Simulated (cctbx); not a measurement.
**Interatomic vectors of BaCeB2**

Space group P6_3/mmc (no. 194), a = 3.4920 Å, b = 3.4920 Å, c = 12.3400 Å, α = 90.00°, β = 90.00°, γ = 120.00°, content Ce2 Ba2 B4.

The data are simulated with cctbx, not measured: Cu Kα, λ = 1.54184 Å, to d = 0.8 Å, 95 % of the full sphere, strongest reflection 40000 counts, noise from counting, a 1.5 % proportional error and a noise floor of 8 counts (s.d.); no absorption.

Patterson synthesis, origin scaled to 1000:

```text
Patterson group P 6/m m m
      u       v       w   height  length (A)
  0.000   0.000   0.000   1000.0     0.00
  0.333   0.667   0.250    499.2     3.68
  0.000   0.000   0.500    485.5     6.17
  0.333   0.667   0.500    258.1     6.49
  0.000   0.000   0.093     42.0     1.15
  0.333   0.667   0.156     29.5     2.79
  0.148   0.297   0.060     20.2     1.16
  0.000   0.500   0.191     17.9     2.94
  0.000   0.500   0.308     17.8     4.18
  0.000   0.000   0.292     13.8     3.61
  0.000   0.500   0.458     11.8     5.91
  0.000   0.250   0.062     11.7     1.16
  0.162   0.581   0.079     11.5     2.06
  0.000   0.000   0.341     11.4     4.21
```

**Question.** Which atom pairs make the peaks, and where is the heaviest atom?

A peak at u stands for all pairs with xi − xj = u, with weight Σ ZiZj against Σ Z² = 13100 at the origin. Peak heights follow these weights only roughly, since form factors, motion and series ripples differ, all vectors within 0.55 Å of a peak are counted as merged into it though the farther ones add only part of their weight, and F(000) is left out, which lowers the whole map:

| u | v | w | shortest length (Å) | height | 1000 ΣZiZj/ΣZ² | pairs in the cell |
| --- | --- | --- | --- | --- | --- | --- |
| 0.333 | 0.667 | 0.250 | 3.68 | 499 | 496 | 2 × Ce–Ba |
| 0.000 | 0.000 | 0.500 | 6.17 | 486 | 514 | 2 × Ce–Ce |
| 0.333 | 0.667 | 0.500 | 6.49 | 258 | 243 | 1 × Ba–Ba, 2 × B–B |

The table stops at ten peaks or at a height of 45, below which ripples compete. In the model behind the data Ce, the heaviest element, has 1 independent site: (0, 0, 1/2), up to an allowed shift of origin; the Ce–Ce vectors are differences of these positions and their symmetry mates. Elements of similar Z can't be told apart from the map alone. The whole model:

| atom | mult. | x | y | z | Ueq (Å²) |
| --- | --- | --- | --- | --- | --- |
| Ce1 | 2 | 0 | 0 | 1/2 | 0.0103 |
| Ba1 | 2 | 2/3 | 1/3 | 1/4 | 0.0066 |
| B1 | 4 | 2/3 | 1/3 | 0.5918 | 0.0306 |

The model is made up (kin elements in a known structure type, no relaxation), so it says nothing on whether the phase exists.

[Logs are printed without paths, hosts, clocks, repeated set-up lines and the standing remarks that a program may print on its own settings, such as how far it seeks lower states.]
